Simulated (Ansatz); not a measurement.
# B4C (R-3m): how G0W0 depends on its starting point, part 2 of 2

Aim: G0W0 for B4C (R-3m) on several starting functionals, at one mesh, band count and screening cutoff.

Ansatz 0.2.0; G0W0 on several functionals, plane waves, PAW. Known limits of the many-body steps: not at the basis limit.

So far. Step 2 (G0W0 on LDA): The gap on the mesh goes from 1.52 eV to 2.59 eV, a correction of +1.07 eV. Between the two edge states, bare exchange in place of the xc potential would open the gap by 7.35 eV, and correlation takes back 6.29 eV.

In doubt: masses and optical values from hybrid runs of this build are listed as unsure (steps 3, 4), which bears on the screening that GW takes from such a start.

## Step 3: G0W0 on HSE06

The same correction from a different start measures what one shot leaves open.

This step: G0W0 on HSE06, plane waves, PAW.

File input.yaml:

```yaml
crystal:
  lattice:
    - [2.8167559445, 1.6262548028, 4.02581659]
    - [-2.8167559445, 1.6262548028, 4.02581659]
    - [0.0, -3.2525096056, 4.02581659]
  atoms:
    - { symbol: B, position: [0.30861965, 0.80644137, 0.80644137] }
    - { symbol: B, position: [0.80644137, 0.80644137, 0.30861965] }
    - { symbol: B, position: [0.80644137, 0.30861965, 0.80644137] }
    - { symbol: B, position: [0.69138035, 0.19355863, 0.19355863] }
    - { symbol: B, position: [0.19355863, 0.19355863, 0.69138035] }
    - { symbol: B, position: [0.19355863, 0.69138035, 0.19355863] }
    - { symbol: B, position: [0.67011697, 0.99407128, 0.99407128] }
    - { symbol: B, position: [0.99407128, 0.99407128, 0.67011697] }
    - { symbol: B, position: [0.99407128, 0.67011697, 0.99407128] }
    - { symbol: B, position: [0.32988303, 0.00592872, 0.00592872] }
    - { symbol: B, position: [0.00592872, 0.00592872, 0.32988303] }
    - { symbol: B, position: [0.00592872, 0.32988303, 0.00592872] }
    - { symbol: C, position: [0.60986435, 0.60986435, 0.60986435] }
    - { symbol: C, position: [0.39013565, 0.39013565, 0.39013565] }
    - { symbol: C, position: [0.5, 0.5, 0.5] }
kpoints:
  mp_grid: { grid: [4, 4, 4] }
hamiltonian:
  xc: hse06
  pseudopotentials: { kind: paw, source: ansatz }
scf:
  occupations: { method: fixed }
gw:
  n_empty_bands: 658
  ecut_chi: 190.0
  qp_bands: [v4, c4]
  qp_kpoints: band_edges
  screening: { model: contour_deformation }
```

Run with:

```sh
> ansatz run input.yaml --threads 4 --pin off --max-ram 138240MiB --backend cuda --events-out ev --progress --plain --runs-dir out --devices 1 --max-vram 26GiB
```

Numbers of over 12 decimals in the logs are rounded to 6 here.

Output:

```text
GPUs: using 1 of 1 available (devices: 1).
[...]
davidson cushion auto → on  (no smearing: the cushion is to keep the highest requested band from converging to the state above it; pin scf.eigensolver.cushion to override)
[...]
GPU FFT provider: cuFFT
GPU libraries: cuBLAS 13.8.2, cuFFT 12.4.0, cuSOLVER 12.3.4
Crystal: 15 atoms, lattice volume = 110.648 Å³
Basis set: ecut = 820 eV, 5887 PW (Γ)
Bands: 39, of which v1, the nominal top of the filled ones, is band 24 counted from 1 (23 counted from 0)
Symmetry: 12 space group operations
[...]
k-points: 13 of 64
[...]
GPU buffer pool allocated for 125000 grid points (all kernels)
[...]
SCF iter   1: F=—  HF=-2632.847429 eV  |F-HF|=—  |Δ(HF+E_count)|=         —  Δρ=1.17e-1  dr2=2.47e1  ethr=1.00e-1  ⟨swp⟩=4.6  Hψ=1989  notcnv=0
[...]
SCF iter   7: F=-2623.990544 eV  HF=-2623.990545 eV  |F-HF|=1.25e-6  |Δ(HF+E_count)|=   8.61e-5  Δρ=2.04e-4  dr2=3.13e-5  ethr=1.07e-6  ⟨swp⟩=3.4  Hψ=1307  notcnv=0  defer=1
SCF 1 stopped early in 7 iterations: F = -2623.990544 eV  dr2 = 3.13e-5
[...]
GPU FFT provider: cuFFT
GPU libraries: cuBLAS 13.8.2, cuFFT 12.4.0, cuSOLVER 12.3.4
[...]
GPU buffer pool allocated for 125000 grid points (all kernels)
[...]
Frozen-core exchange: fock
[...]
Internal energy: -2625.301142 eV  (E = F + TS)
E sigma→0 (E₀):  -2625.301142 eV
Fermi energy:    7.358837 eV
[...]
--- Band table (eV; the first three rows and the last of 13) ---
  k-point 0: bands = [... 20 lower, 6.4215, 6.4215, 7.3043, 7.3043, 11.0248, 11.0248, 13.5105, 14.3556, ... 7 higher]
  k-point 1: bands = [... 20 lower, 5.8750, 6.3069, 6.4304, 7.3588, 10.4147, 11.0357, 13.8297, 14.3175, ... 7 higher]
  k-point 2: bands = [... 20 lower, 5.3064, 5.5169, 6.4563, 7.3491, 9.8974, 10.7141, 12.8314, 14.0250, ... 7 higher]
  k-point 12: bands = [... 20 lower, 6.1409, 6.8009, 6.8009, 7.1775, 10.3085, 10.3085, 12.6476, 13.0724, ... 7 higher]
  guard bands above this table: 4 of the run's 39 bands. The solve was not asked for them (output.publish_guard_bands: true or output.eigenvalues: true publishes all)
[...]
0    21      6.4215   -17.6159     1.5852   -15.7801  0.8065     6.1705     6.1709  root
     0    22      6.4215   -17.6159     1.5852   -15.7801  0.8065     6.1705     6.1709  root
     0    23      7.3043   -17.0148     1.8312   -14.8626  0.8037     6.9825     6.9833  root
     0    24      7.3043   -17.0148     1.8312   -14.8626  0.8037     6.9825     6.9833  root
     0    25     11.0248    -9.2342    -5.0514   -14.3125  0.7789    11.0517    11.0517  root
     0    26     11.0248    -9.2342    -5.0514   -14.3125  0.7789    11.0517    11.0517  root
     0    27     13.5105    -7.8726    -4.5494   -12.4105  0.8171    13.4991    13.4991  root
     0    28     14.3556    -7.3331    -4.7143   -12.0021  0.8165    14.3103    14.3103  root
[...]
12    25     10.3085    -9.0926    -4.4963   -13.6257  0.7970    10.3454    10.3454  root
    12    26     10.3085    -9.0926    -4.4963   -13.6257  0.7970    10.3454    10.3454  root
    12    27     12.6476    -8.5816    -4.4083   -13.0087  0.8224    12.6663    12.6663  root
    12    28     13.0724    -7.8172    -4.4249   -12.2963  0.8137    13.1266    13.1265  root
[key lines of the parts left out:]
Free energy (F): -2625.301142 eV
```

The job ended after 1.8 min (1 × NVIDIA H100 80GB HBM3 (shared by 3 runs) with 4 threads of AMD EPYC 7R13 (Zen 3), shared host; peak memory 3.3 GiB; 3.1 min of CPU time).

Numbers from this step:

```
bands summed                                 : 682
RPA ε∞ on this mesh (eigenvalues)            : 5.999, 5.999, 7.163
plane waves in the screening matrix          : 663
q-points in the mesh                         : 64
G0W0 gap on the mesh                         : 2.918 eV
k of the valence top                         : 0, 0, 0.25
k of the conduction bottom                   : 0, 0, -0.5
starting gap on the mesh                     : 2.539 eV
Z at the valence top                         : 0.8042
Z at the conduction bottom                   : 0.7998
least direct G0W0 gap on the computed points : 2.929 eV
```

Against the run with 4×4×4 mesh, 658 empty bands, screening to 190 eV, hard PAW files on LDA, the gap moves by +0.33 eV, while the start moved by +1.02 eV.

## Step 4: G0W0 on PBE0

This step: G0W0 on PBE0, plane waves, PAW.

input.yaml, as its differences from that of step 3:

```diff
@@ -24,3 +24,3 @@
 hamiltonian:
-  xc: hse06
+  xc: pbe0
   pseudopotentials: { kind: paw, source: ansatz }
```

Output:

```text
GPUs: using 1 of 1 available (devices: 1).
[...]
GPU FFT provider: cuFFT
GPU libraries: cuBLAS 13.8.2, cuFFT 12.4.0, cuSOLVER 12.3.4
Crystal: 15 atoms, lattice volume = 110.648 Å³
Basis set: ecut = 820 eV, 5887 PW (Γ)
Bands: 39, of which v1, the nominal top of the filled ones, is band 24 counted from 1 (23 counted from 0)
Symmetry: 12 space group operations
[...]
k-points: 13 of 64
[...]
0    27     13.8731    -7.8655    -4.4536   -12.0399  0.8274    13.5945    13.5939  root
     0    28     14.7274    -7.3268    -4.6119   -11.6250  0.8256    14.4145    14.4137  root
[...]
12    25     10.6626    -9.0693    -4.4086   -13.2538  0.8095    10.4389    10.4385  root
    12    26     10.6626    -9.0693    -4.4086   -13.2538  0.8095    10.4389    10.4385  root
    12    27     13.0003    -8.5761    -4.3265   -12.6568  0.8319    12.7549    12.7545  root
    12    28     13.4369    -7.8143    -4.3326   -11.9330  0.8250    13.2232    13.2229  root
[key lines of the parts left out:]
Free energy (F): -2626.086480 eV
Fermi energy:    6.981336 eV
```

The job ended after 2 min (1 × NVIDIA H100 80GB HBM3 (shared by 3 runs) with 4 threads; peak memory 3.3 GiB; 3.1 min of CPU time).

This step gave:

```yaml
bands_summed: 682
rpa_eps_infinity_on_this_mesh_eigenvalues: 5.514, 5.514, 6.526
plane_waves_in_the_screening_matrix: 663
g0w0_gap_on_the_mesh: 3.091 eV
k_of_the_valence_top: 0, 0, 0.25
k_of_the_conduction_bottom: 0, 0, -0.5
starting_gap_on_the_mesh: 3.261 eV
least_direct_g0w0_gap_on_the_computed_points: 3.103 eV
```

Against the run with 4×4×4 mesh, 658 empty bands, screening to 190 eV, hard PAW files on HSE06, the gap moves by +0.17 eV, while the start moved by +0.72 eV.

## Step 5: Side by side

All on the 4×4×4 mesh with 658 empty bands and screening to 190 eV. Times are wall times on 1 × NVIDIA H100 80GB HBM3 (shared by 3 runs) with 4 threads of AMD EPYC 7R13 (Zen 3), shared host, good to a factor of about two.

```csv
start,starting gap (eV),shift (eV),G0W0 gap (eV),RPA ε∞ (harmonic mean),"Z (valence, conduction)",time
LDA,1.52,+1.07,2.59,7.89,"0.78, 0.77",42 s
HSE06,2.54,+0.38,2.92,6.34,"0.80, 0.80",1.8 min
PBE0,3.26,−0.17,3.09,5.81,"0.82, 0.81",2 min
```

How the two edges are built up, in eV (the quasiparticle level is the starting level plus Σx plus Σc less Vxc):

```csv
run,edge,start,Σx,Σc,Vxc,Z,QP
LDA,valence top,7.77,-16.95,1.92,-14.45,0.78,7.19
LDA,conduction bottom,9.29,-9.78,-4.37,-14.64,0.77,9.78
HSE06,valence top,7.36,-17.01,1.81,-14.88,0.80,7.04
HSE06,conduction bottom,9.90,-9.42,-4.21,-13.70,0.80,9.96
PBE0,valence top,6.98,-17.01,1.72,-15.26,0.82,6.95
PBE0,conduction bottom,10.24,-9.39,-4.14,-13.33,0.81,10.04
```

For a hybrid start, Vxc holds its share of exact exchange.

## Step 6: Results

```
G0W0@LDA     : 2.59 eV (start 1.52 eV)
G0W0@HSE06   : 2.92 eV (start 2.54 eV)
G0W0@PBE0    : 3.09 eV (start 3.26 eV)
known limits : not at the basis limit
```

In words: The starting gaps span 1.74 eV and the G0W0 gaps 0.51 eV. Between LDA and PBE0, 0.51 eV of the 1.74 eV survives, 29 %. PBE0 screens less than LDA (ε∞ 5.81 against 7.89). Of the 0.51 eV by which its G0W0 gap is higher, the correlation part gives +0.43 eV, and exchange with the one-particle terms, which follow the orbitals, +0.08 eV. On PBE0 the correction is negative: that start lies above its own G0W0 value. The smallest correction, −0.17 eV, is on PBE0, the start nearest to reproducing itself. Bands and cutoff are finite, so the gap is not at the basis limit. The miss can reach some tenths of an eV and take either sign; the mesh is an error of its own. The program warns that the mesh is coarse for exact exchange, which bears on the hybrid start's gap.

[Paths, hosts, dates, memory and timing lines, banners, echoed tables and standing remarks are left out of the program output.]

[Logs are printed without paths, hosts, clocks, repeated set-up lines and the standing remarks that a program may print on its own settings, such as how far it seeks lower states.]

[Runs of the session that timed out or met a known fault of the program may be left out.]

[Cells called generated may have been cut or substituted from an entry of the Crystallography Open Database or the Materials Project.]

[Hosts, paths, dates, database ids (printed as entryN), source tags and the programs' standing remarks are cut or masked in the printed files.]
